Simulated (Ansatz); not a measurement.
# A hypothetical structure for TiIn4GaCo

Starting from a made-up structure for TiIn4GaCo, the aim is the relaxed cell, its shortest contacts and, where a second run follows, its electronic structure.

Calculated with Ansatz 0.2.0; DFT, PBE, plane-wave PAW, files of the set soft_1, scalar-relativistic, ferromagnetic start, cell and ions relaxed at zero pressure; PAW set soft_1, in the first sound run; inputs show where later runs differ.

**1. The starting structure**

Symmetry: P4/mmm, No. 123, tetragonal system. The conventional cell has a = 4.414 Å, b = 4.414 Å, c = 7.144 Å, α = 90.00°, β = 90.00°, γ = 90.00°. In has 2 Co at 2.63 Å and 1 In at 2.86 Å and 2 Ga at 3.07 Å and 2 Ti at 3.07 Å nearest. Nearest to Ga lie 8 In at 3.07 Å and 4 Ti at 3.12 Å. Nearest to Co lie 8 In at 2.63 Å. Nearest to Ti lie 8 In at 3.07 Å and 4 Ga at 3.12 Å. Farther neighbours are not listed.

**2. Relaxing cell and atoms**

The guess takes its coordinates from another compound and its volume from a rule, so the cell and any free coordinates are relaxed together.

input.yaml

```yaml
crystal:
  lattice:
    - [4.414, 0.0, 0.0]
    - [0.0, 4.414, 0.0]
    - [0.0, 0.0, 7.144]
  atoms:
    - { symbol: In, position: [0.5, 0.0, 0.7005] }
    - { symbol: In, position: [0.5, 0.0, 0.2995] }
    - { symbol: In, position: [0.0, 0.5, 0.7005] }
    - { symbol: In, position: [0.0, 0.5, 0.2995] }
    - { symbol: Ga, position: [0.5, 0.5, 0.0] }
    - { symbol: Co, position: [0.0, 0.0, 0.5], spin: 2.0 }
    - { symbol: Ti, position: [0.0, 0.0, 0.0], spin: 1.0 }
magnetization:
  spin_polarized: true
kpoints:
  mp_grid: { grid: [6, 6, 4] }
scf:
  occupations: { method: fermi_dirac, width: 0.05 }
hamiltonian:
  xc: pbe
  pseudopotentials: { kind: paw, azcp: { folder: soft_1 } }
relax:
  f_tol: 0.015
  max_steps: 70
  cell: {}
output:
  forces: true
  stress: true
```

Run with:

```sh
$ ansatz run input.yaml --threads 4 --pin off --max-ram 10240MiB --backend cpu --events-out ev --progress --plain --runs-dir out
```

Numbers of over 12 decimals in the logs are rounded to 6 here.

The log of the run:

```text
Engine: ansatz 0.2.0, x86_64-unknown-linux-gnu
Pseudopotentials: kind: paw
Pseudopotential: In, paw, valence charge 13, recommended cutoff 420 eV (normal), soft_1/In.paw.azcp
Pseudopotential: Ga, paw, valence charge 13, recommended cutoff 420 eV (normal), soft_1/Ga.paw.azcp
Pseudopotential: Co, paw, valence charge 17, recommended cutoff 420 eV (normal), soft_1/Co.paw.azcp
Pseudopotential: Ti, paw, valence charge 12, recommended cutoff 420 eV (normal), soft_1/Ti.paw.azcp
Functional definition: PBE
  parameter kappa = 0.804
  parameter beta = 0.066725
  exchange = pbe_x(kappa = kappa, mu = beta*pi^2/3)
  correlation = pbe_c(beta = beta)
Crystal: 7 atoms, lattice volume = 139.189 Å³
Basis set: ecut = 420 eV, 2711 PW (Γ), exchange–correlation on 60×60×96 points (8 copies of the dense FFT grid, shifted against one another)
Bands: 59, of which v1, the nominal top of the filled ones, is band 47 counted from 1 (46 counted from 0)
Symmetry: 16 space group operations
Space group: P4/mmm (ITA 123), of the structure as read, at distance tolerance 5.2e-5 Å
Magnetic group: BNS 123.339 (UNI 999), of the structure as read, at distance tolerance 5.2e-5 Å
k-points: 30 of 144
Non-local potential: In, projectors of the file, l = 0: 2, l = 1: 2, l = 2: 2, l = 3: 1
Non-local potential: Ga, projectors of the file, l = 0: 2, l = 1: 2, l = 2: 3, l = 3: 1
Non-local potential: Co, projectors of the file, l = 0: 3, l = 1: 2, l = 2: 3, l = 3: 1
Non-local potential: Ti, projectors of the file, l = 0: 3, l = 1: 2, l = 2: 3, l = 3: 1
PAW form: soft (Blöchl's): semilocal exchange-correlation on the pseudo side does not see the compensation charge
PAW one-centre angular grid: In, 590 points (default); XC on 64 Gauss nodes
PAW one-centre angular grid: Ga, 590 points (default); XC on 64 Gauss nodes
PAW one-centre angular grid: Co, 590 points (default); XC on 64 Gauss nodes
PAW one-centre angular grid: Ti, 590 points (default); XC on 64 Gauss nodes
Initial density: superposition of atomic densities (chi_scale 0.1, normalization cell)
Starting moments: Σ|m| = 3 μB on 2 of 7 sites
Initial wavefunctions: pseudopotential atomic-orbital guess
Functional: x = pbe(κ = 0.804, μ = 0.219515), c = pbe(β = 0.066725)
SCF iter   1: F=—  HF=-33798.307171 eV  |F-HF|=—  |Δ(HF+E_count)|=         —  Δρ=3.42e-2 (↑1.93e-2 ↓3.42e-2)  dr2=4.12e0  dr2_m=3.93e-1  M=1.771 μB ∫|m|=2.409 μB  β_m=0.30  ethr=3.10e-3  ⟨swp⟩=6.8  Hψ=13004  notcnv=0  defer=6
Mixer restart at iter 1: flushing history
preconditioner: auto → Kerker (q_TF=auto, 2.556 Å⁻¹)  [metal: Δε(μ)=0.018 eV  Ē_g=12.749 eV  σ=0.050 eV  W_gap=0.09  n_scr=36 (ndim 8)  ℏωp=27.8 eV  f_vac=0.000  D(μ)=5.00/eV (n_scr^D=36)]
spin=Collinear: Kerker preconditioning applied to the charge; magnetization (m = ρ↑ − ρ↓) channel mixes plain (no charge-response kernel on spin).
SCF iter   2: F=—  HF=-33799.222134 eV  |F-HF|=—  |Δ(HF+E_count)|=   9.15e-1  Δρ=2.94e-2 (↑1.58e-2 ↓2.94e-2)  dr2=2.68e0  dr2_m=3.94e-1  M=1.603 μB ∫|m|=2.254 μB  β_m=0.60  ethr=3.10e-3  ⟨swp⟩=2.0  Hψ=4901  notcnv=0  defer=160
SCF iter   3: F=—  HF=-33800.587893 eV  |F-HF|=—  |Δ(HF+E_count)|=    1.37e0  Δρ=2.72e-2 (↑5.20e-3 ↓2.72e-2)  dr2=1.49e0  dr2_m=2.80e-1  M=0.986 μB ∫|m|=1.562 μB  β_m=0.79  ethr=2.85e-3  ⟨swp⟩=2.7  Hψ=5176  notcnv=0  defer=163
SCF iter   4: F=—  HF=-33800.020829 eV  |F-HF|=—  |Δ(HF+E_count)|=   5.67e-1  Δρ=4.16e-2 (↑4.16e-2 ↓2.89e-2)  dr2=4.70e0  dr2_m=5.39e-2  M=0.537 μB ∫|m|=0.902 μB  β_m=0.63  ethr=1.59e-3  ⟨swp⟩=3.9  Hψ=8206  notcnv=0  defer=159  recentre
SCF iter   5: F=—  HF=-33800.572075 eV  |F-HF|=—  |Δ(HF+E_count)|=   5.51e-1  Δρ=1.13e-2 (↑1.13e-2 ↓4.47e-3)  dr2=7.96e-2  dr2_m=6.86e-2  M=0.712 μB ∫|m|=1.096 μB  β_m=0.81  ethr=1.59e-3  ⟨swp⟩=3.0  Hψ=7786  notcnv=0  defer=154
SCF iter   6: F=—  HF=-33800.706598 eV  |F-HF|=—  |Δ(HF+E_count)|=         —  Δρ=2.00e-2 (↑2.00e-2 ↓4.68e-3)  dr2=2.90e-1  dr2_m=1.71e-1  M=0.340 μB ∫|m|=0.536 μB  β_m=0.81  ethr=8.47e-5  ⟨swp⟩=2.2  Hψ=7105  notcnv=0  defer=150
Mixer restart at iter 6: flushing history
SCF iter   7: F=—  HF=-33800.811424 eV  |F-HF|=—  |Δ(HF+E_count)|=   1.05e-1  Δρ=2.48e-2 (↑1.36e-2 ↓2.48e-2)  dr2=1.37e0  dr2_m=4.79e-2  M=0.225 μB ∫|m|=0.338 μB  β_m=0.56  ethr=8.47e-5  ⟨swp⟩=3.7  Hψ=8157  notcnv=0  defer=150  recentre
SCF iter   8: F=—  HF=-33800.697785 eV  |F-HF|=—  |Δ(HF+E_count)|=   1.14e-1  Δρ=1.74e-2 (↑1.74e-2 ↓4.26e-3)  dr2=3.93e-1  dr2_m=6.70e-2  M=0.262 μB ∫|m|=0.400 μB  β_m=0.57  ethr=8.47e-5  ⟨swp⟩=3.9  Hψ=8785  notcnv=0  defer=156
SCF iter   9: F=—  HF=-33800.640159 eV  |F-HF|=—  |Δ(HF+E_count)|=   5.76e-2  Δρ=4.41e-3 (↑4.41e-3 ↓2.10e-3)  dr2=1.34e-2  dr2_m=1.03e-2  M=0.150 μB ∫|m|=0.216 μB  β_m=0.50  ethr=8.47e-5  ⟨swp⟩=2.3  Hψ=7354  notcnv=0  defer=147
SCF iter  10: F=—  HF=-33800.629789 eV  |F-HF|=—  |Δ(HF+E_count)|=   1.04e-2  Δρ=1.10e-3 (↑1.10e-3 ↓6.74e-4)  dr2=1.06e-3  dr2_m=7.98e-4  M=0.084 μB ∫|m|=0.115 μB  β_m=0.75  ethr=1.42e-5  ⟨swp⟩=2.0  Hψ=6804  notcnv=0  defer=147
SCF iter  11: F=—  HF=-33800.630002 eV  |F-HF|=—  |Δ(HF+E_count)|=   2.13e-4  Δρ=5.93e-4 (↑5.93e-4 ↓4.21e-4)  dr2=6.80e-4  dr2_m=1.74e-4  M=0.043 μB ∫|m|=0.057 μB  β_m=0.87  ethr=1.12e-6  ⟨swp⟩=2.0  Hψ=6116  notcnv=0  defer=148
SCF iter  12: F=—  HF=-33800.630165 eV  |F-HF|=—  |Δ(HF+E_count)|=   1.62e-4  Δρ=2.85e-4 (↑2.15e-4 ↓2.85e-4)  dr2=2.83e-4  dr2_m=1.75e-5  M=0.013 μB ∫|m|=0.017 μB  β_m=0.91  ethr=7.24e-7  ⟨swp⟩=2.0  Hψ=6073  notcnv=0  defer=148
SCF iter  13: F=—  HF=-33800.630122 eV  |F-HF|=—  |Δ(HF+E_count)|=   4.26e-5  Δρ=1.83e-4 (↑1.83e-4 ↓1.57e-4)  dr2=1.15e-4  dr2_m=2.95e-6  M=0.006 μB ∫|m|=0.007 μB  β_m=0.95  ethr=3.01e-7  ⟨swp⟩=2.0  Hψ=6319  notcnv=0  defer=148
SCF iter  14: F=—  HF=-33800.630151 eV  |F-HF|=—  |Δ(HF+E_count)|=   2.86e-5  Δρ=1.99e-4 (↑1.99e-4 ↓1.95e-4)  dr2=1.68e-4  dr2_m=9.11e-7  M=0.003 μB ∫|m|=0.004 μB  β_m=0.88  ethr=1.22e-7  ⟨swp⟩=1.4  Hψ=3577  notcnv=0  defer=148
SCF iter  15: F=—  HF=-33800.630139 eV  |F-HF|=—  |Δ(HF+E_count)|=   1.14e-5  Δρ=5.21e-5 (↑5.21e-5 ↓3.05e-5)  dr2=9.45e-6  dr2_m=1.56e-7  M=-0.000 μB ∫|m|=0.001 μB  β_m=0.86  ethr=1.22e-7  ⟨swp⟩=2.0  Hψ=4034  notcnv=0  defer=148
SCF iter  16: F=—  HF=-33800.630137 eV  |F-HF|=—  |Δ(HF+E_count)|=   2.52e-6  Δρ=1.18e-5 (↑2.39e-6 ↓1.18e-5)  dr2=2.70e-7  dr2_m=4.35e-8  M=0.000 μB ∫|m|=0.000 μB  β_m=0.93  ethr=1.00e-8  ⟨swp⟩=2.0  Hψ=3973  notcnv=0  defer=148
SCF iter  17: F=—  HF=-33800.630137 eV  |F-HF|=—  |Δ(HF+E_count)|=   2.48e-7  Δρ=6.05e-6 (↑3.74e-6 ↓6.05e-6)  dr2=2.36e-7  dr2_m=2.32e-9  M=0.000 μB ∫|m|=0.000 μB  β_m=0.96  ethr=2.87e-10  ⟨swp⟩=2.0  Hψ=4174  notcnv=0  defer=148
[...]
relax step   5: F+E_penalty+E_count = -33800.73901317 eV  Δ(F+E_penalty+E_count) = -2.797e-4 eV  max|allowed force component| = 1.146e-3 eV/Å  Δτ_max = 0.0003 Å  P = +0.006 GPa  Ω = 138.317 Å³  energy of the carried Pulay correction = +2.422e-4 eV  (8 SCF iters, dr2 threshold 1.47e-7 eV, accepted)
Initial wavefunctions: pseudopotential atomic-orbital guess (no wavefunctions were taken with the density)
iter 1 solved again at ethr=3.08e-8 eV; its pass at ethr=3.10e-3 eV (dr2=2.90e-5 eV) is discarded
SCF iter   1: F=—  HF=-33800.738705 eV  |F-HF|=—  |Δ(HF+E_count)|=         —  Δρ=4.37e-5 (↑4.37e-5 ↓4.35e-5)  dr2=5.53e-7  dr2_m=4.53e-10  M=0.000 μB ∫|m|=0.000 μB  β_m=0.65  ethr=3.08e-8  ⟨swp⟩=3.3  Hψ=23152  notcnv=0
preconditioner: auto → Kerker (q_TF=auto, 2.424 Å⁻¹)  [metal: Δε(μ)=0.078 eV  Ē_g=13.177 eV  σ=0.050 eV  W_gap=0.34  n_scr=36 (ndim 8)  ℏωp=27.9 eV  f_vac=0.007  D(μ)=4.07/eV (n_scr^D=36)]
spin=Collinear: Kerker preconditioning applied to the charge; magnetization (m = ρ↑ − ρ↓) channel mixes plain (no charge-response kernel on spin).
SCF iter   2: F=—  HF=-33800.738764 eV  |F-HF|=—  |Δ(HF+E_count)|=   5.88e-5  Δρ=1.57e-5 (↑1.57e-5 ↓1.57e-5)  dr2=6.78e-8  dr2_m=2.43e-10  M=0.000 μB ∫|m|=0.000 μB  β_m=0.59  ethr=5.89e-10  ⟨swp⟩=2.0  Hψ=5873  notcnv=0
SCF iter   3: F=—  HF=-33800.738771 eV  |F-HF|=—  |Δ(HF+E_count)|=   7.58e-6  Δρ=3.51e-6 (↑3.51e-6 ↓3.35e-6)  dr2=9.45e-9  dr2_m=1.03e-10  M=0.000 μB ∫|m|=0.000 μB  β_m=0.55  ethr=7.21e-11  ⟨swp⟩=2.0  Hψ=6317  notcnv=0
SCF iter   4: F=—  HF=-33800.738771 eV  |F-HF|=—  |Δ(HF+E_count)|=   3.17e-7  Δρ=1.84e-6 (↑1.47e-6 ↓1.84e-6)  dr2=8.56e-9  dr2_m=5.86e-11  M=0.000 μB ∫|m|=0.000 μB  β_m=0.77  ethr=1.01e-11  ⟨swp⟩=2.0  Hψ=6395  notcnv=0
SCF iter   5: F=—  HF=-33800.738771 eV  |F-HF|=—  |Δ(HF+E_count)|=   2.92e-8  Δρ=1.46e-6 (↑1.19e-6 ↓1.46e-6)  dr2=1.01e-8  dr2_m=2.82e-11  M=0.000 μB ∫|m|=0.000 μB  β_m=0.89  ethr=9.10e-12  ⟨swp⟩=2.0  Hψ=6277  notcnv=0
SCF iter   6: F=—  HF=-33800.738771 eV  |F-HF|=—  |Δ(HF+E_count)|=   1.12e-8  Δρ=1.73e-6 (↑1.55e-6 ↓1.73e-6)  dr2=1.39e-8  dr2_m=1.21e-11  M=0.000 μB ∫|m|=0.000 μB  β_m=0.87  ethr=9.10e-12  ⟨swp⟩=2.0  Hψ=5870  notcnv=0
SCF iter   7: F=—  HF=-33800.738772 eV  |F-HF|=—  |Δ(HF+E_count)|=   6.95e-9  Δρ=5.53e-7 (↑4.80e-7 ↓5.53e-7)  dr2=2.39e-9  dr2_m=2.55e-12  M=0.000 μB ∫|m|=0.000 μB  β_m=0.89  ethr=9.10e-12  ⟨swp⟩=2.0  Hψ=6406  notcnv=0
SCF iter   8: F=—  HF=-33800.738769 eV  |F-HF|=—  |Δ(HF+E_count)|=   2.55e-6  Δρ=2.09e-7 (↑1.51e-7 ↓2.09e-7)  dr2=2.31e-10  dr2_m=1.56e-12  M=0.000 μB ∫|m|=0.000 μB  β_m=0.95  ethr=2.54e-12  ⟨swp⟩=2.0  Hψ=6122  notcnv=0
SCF iter   9: F=—  HF=-33800.738769 eV  |F-HF|=—  |Δ(HF+E_count)|=  1.46e-11  Δρ=6.31e-8 (↑6.31e-8 ↓5.06e-8)  dr2=1.92e-11  dr2_m=8.74e-14  M=0.000 μB ∫|m|=0.000 μB  β_m=0.97  ethr=1.00e-12  ⟨swp⟩=2.0  Hψ=4310  notcnv=0
SCF iter  10: F=—  HF=-33800.738769 eV  |F-HF|=—  |Δ(HF+E_count)|=  2.91e-11  Δρ=3.76e-8 (↑3.76e-8 ↓2.70e-8)  dr2=6.97e-12  dr2_m=1.16e-13  M=0.000 μB ∫|m|=0.000 μB  β_m=0.99  ethr=1.00e-12  ⟨swp⟩=1.5  Hψ=3569  notcnv=0
SCF iter  11: F=—  HF=-33800.738769 eV  |F-HF|=—  |Δ(HF+E_count)|=  1.46e-11  Δρ=2.05e-8 (↑2.05e-8 ↓1.57e-8)  dr2=3.28e-12  dr2_m=2.58e-14  M=0.000 μB ∫|m|=0.000 μB  β_m=0.99  ethr=1.00e-12  ⟨swp⟩=1.0  Hψ=3540  notcnv=0
SCF iter  12: F=—  HF=-33800.738769 eV  |F-HF|=—  |Δ(HF+E_count)|=  1.46e-11  Δρ=2.15e-8 (↑2.15e-8 ↓1.87e-8)  dr2=2.33e-12  dr2_m=3.53e-15  M=0.000 μB ∫|m|=0.000 μB  β_m=1.00  ethr=1.00e-12  ⟨swp⟩=1.0  Hψ=3540  notcnv=0
SCF iter  13: F=-33800.738769 eV  HF=-33800.738769 eV  |F-HF|=7.28e-12  |Δ(HF+E_count)|=  2.91e-11  Δρ=1.19e-8 (↑1.19e-8 ↓1.19e-8)  dr2=1.80e-12  dr2_m=4.73e-16  M=0.000 μB ∫|m|=0.000 μB  ethr=1.00e-12  ⟨swp⟩=2.1  Hψ=8078  notcnv=0
the starting moments were not kept: the SCF closed with an absolute magnetisation of 1.2e-7 μB, where they sum to 3 μB in size (2 sites). That is at most 0.1 of that sum. Measured as dr2_m measures the in/out step, that magnetisation stands 5.7e-15 eV from none, at or under the dr2_threshold of 7.0e-11 eV: it is no larger than a step whose dr2_m would equal this threshold.
SCF 6 converged in 13 iterations: F = -33800.738769 eV  dr2 = 1.80e-12
relax step   6: F+E_penalty+E_count = -33800.73876895 eV  Δ(F+E_penalty+E_count) = +2.442e-4 eV  max|allowed force component| = 1.067e-3 eV/Å  Δτ_max = 0.0000 Å  P = +0.005 GPa  Ω = 138.317 Å³  stress off target by 5.08e-3 GPa  SCF on the basis re-selected at this cell (its energy is not comparable with the rows above)  (13 SCF iters)
basis re-selected at this cell: Δ(F+E_penalty+E_count) = +2.442e-4 eV, ΔP = -0.001 GPa vs the last step (what re-selecting the basis moved, of the pressure what is left beyond the Pulay correction that the steps carried, after the strain that the cell walked since its last selection, with what the two solves' SCF thresholds leave and, on support functions, any second-order correction that the steps lacked; it is no m [...]
SCF converged after 13 iterations
Magnetization: 0.0000 μB (47.0000 up, 47.0000 down)
Absolute magnetization: 0.0000 μB (∫|ρ↑−ρ↓|, with the PAW one-centre terms)
Spin contamination: 0.0000 ħ² per cell (⟨S²⟩ above its minimum at these occupations)
Per-site moments (μB) at R_I (Å): [(-1.3587497806179953e-9, 1.100298), (-1.3587496318807693e-9, 1.100298), (-1.3587493715052656e-9, 1.100298), (-1.358749242883283e-9, 1.100298), (-3.3251780042882756e-9, 1.241249), (4.055492352623292e-8, 1.100298), (5.068824440916771e-8, 1.241249)]
Free energy (F): -33800.738769 eV
Harris-Foulkes:  -33800.738769 eV  (|F-HF|=7.28e-12)
Internal energy: -33800.705796 eV  (E = F + TS)
E sigma→0 (E₀):  -33800.722282 eV
Entropy (-TS):   -0.032973 eV (-4.710 meV/atom)
Fermi energy:    12.739665 eV
--- Per-component energies (eV) ---
  E_band       = -487.527785
  E_kinetic    = 1564.723934
  E_local      = -9708.055167  (includes V_loc(G=0)·N_el)
  E_nonlocal   = 1715.000280
  E_hartree    = 4436.725385
  E_xc         = -845.055075
  E_vxc        = -679.922461  (∫ρ·V_xc dr)
  E_paw        = -21446.771971  (= ΣΔE_a)
  E_vpaw       = -2252.725373  (= ΣTr[D̂ρ^β])
  E_aug_tail   = 0.000254  (compensation charges beyond the density's cutoff)
  E_ewald      = -9517.273436
  E_smearing   = -0.032973  (= −TS)
  E_closure    = -0.000000  (closes the sum)
  Σ components = -33800.738769   (vs F -33800.738769, Δ=0.00e0)
--- Forces (eV/Å), atoms counted from 1 ---
  atom   1  In    -0.00000000    -0.00000000    -0.00106670
  atom   2  In     0.00000000     0.00000000     0.00106670
  atom   3  In     0.00000000     0.00000000    -0.00106670
  atom   4  In    -0.00000000    -0.00000000     0.00106670
  atom   5  Ga    -0.00000000     0.00000000     0.00000000
  atom   6  Co    -0.00000000     0.00000000     0.00000000
  atom   7  Ti     0.00000000     0.00000000     0.00000000
  max |Σ_I F_I| component: 1.39e-17 eV/Å
--- Stress (GPa, compression-positive) ---
        0.004697      -0.000000      -0.000000
       -0.000000       0.004697       0.000000
       -0.000000       0.000000       0.005076
  P = ⅓ Tr σ = 0.0048 GPa (0.048 kbar)
--- Relaxed structure (5 steps of the walk, 4 accepted, 1 SCFs on fresh bases) ---
  F+E_penalty+E_count = -33800.73876895 eV   max|allowed force component| = 1.067e-3 eV/Å   (the final SCF, on the basis selected at the relaxed cell)
  cell:  # Å, volume = 138.3168 Å³
    - [4.433592, 0, 0]
    - [0, 4.433592, 0]
    - [0, 0, 7.036609]
  atoms:
    - { symbol: In, position: [0.500000, 0, 0.710826] }
    - { symbol: In, position: [0.500000, 0, 0.289174] }
    - { symbol: In, position: [0, 0.500000, 0.710826] }
    - { symbol: In, position: [0, 0.500000, 0.289174] }
    - { symbol: Ga, position: [0.500000, 0.500000, 0] }
    - { symbol: Co, position: [0, 0, 0.500000] }
    - { symbol: Ti, position: [0, 0, 0] }
```

It took 1.9 min on 4 threads of Intel Xeon Platinum 8259CL at 2.50GHz (Skylake/Cascade Lake), shared host; peak memory 0.86 GiB.

The steps of the relaxation:

```
step  energy less that of the first step (eV)  largest force component (eV/Å)  pressure (GPa)  volume (Å³)
   1                                   0.0000                          0.7549            0.20       139.19
   2                                   0.0149                          0.7499            1.22       136.14
   3                                  -0.1060                          0.0048           -0.40       138.99
   4                                  -0.1086                          0.0132           -0.10       138.47
   5                                  -0.1089                          0.0011            0.01       138.32
  6*                                  -0.1086                          0.0011            0.00       138.32
```

Relaxation steps marked * repeat the geometry before them on a plane-wave basis chosen anew for their cell, so energy and pressure can jump there. Relaxation step 2 was tried and not accepted.

The run keeps the 16 symmetry operations that it works with, so distortions that break them were not tested.

```
conventional cell, symmetrised  before  after  change
                         a (Å)   4.414  4.434  +0.4 %
                         b (Å)   4.414  4.434  +0.4 %
                         c (Å)   7.144  7.037  -1.5 %
              volume (Å³/atom)   19.88  19.76  -0.6 %
```

The atoms that moved most (Å, as changes of fractional coordinates times the final cell):

```
atom     dx     dy      dz  length
 In2  0.000  0.000  -0.073   0.073
 In4  0.000  0.000  -0.073   0.073
 In1  0.000  0.000   0.073   0.073
 In3  0.000  0.000   0.073   0.073
```

This step gave:

```yaml
free_energy: -33800.7388 eV
energy_at_zero_smearing: -33800.7223 eV
smearing_term_ts: 0.03297 eV
fermi_energy: 12.74 eV
electrons: 94
symmetry_operations: 16
pressure: 0.004823 GPa
```

The shortest distance of each pair, which need not be the same contact before and after:

```
 pair  guess (Å)  relaxed (Å)
Co–In      2.631        2.667
In–In      2.865        2.967
Ga–In      3.074        3.009
In–Ti      3.074        3.009
Ga–Ti      3.121        3.135
```

The relaxation ends with a largest force component of 0.0011 eV/Å and a pressure of 0.00 GPa. The starting moments have collapsed: the run ends non-magnetic.

(Continued in part 2 of 2.)

[Logs are printed without paths, hosts, clocks, repeated set-up lines and the standing remarks that a program may print on its own settings, such as how far it seeks lower states.]

[Hosts, paths, dates, database ids (printed as entryN), source tags and the programs' standing remarks are cut or masked in the printed files.]
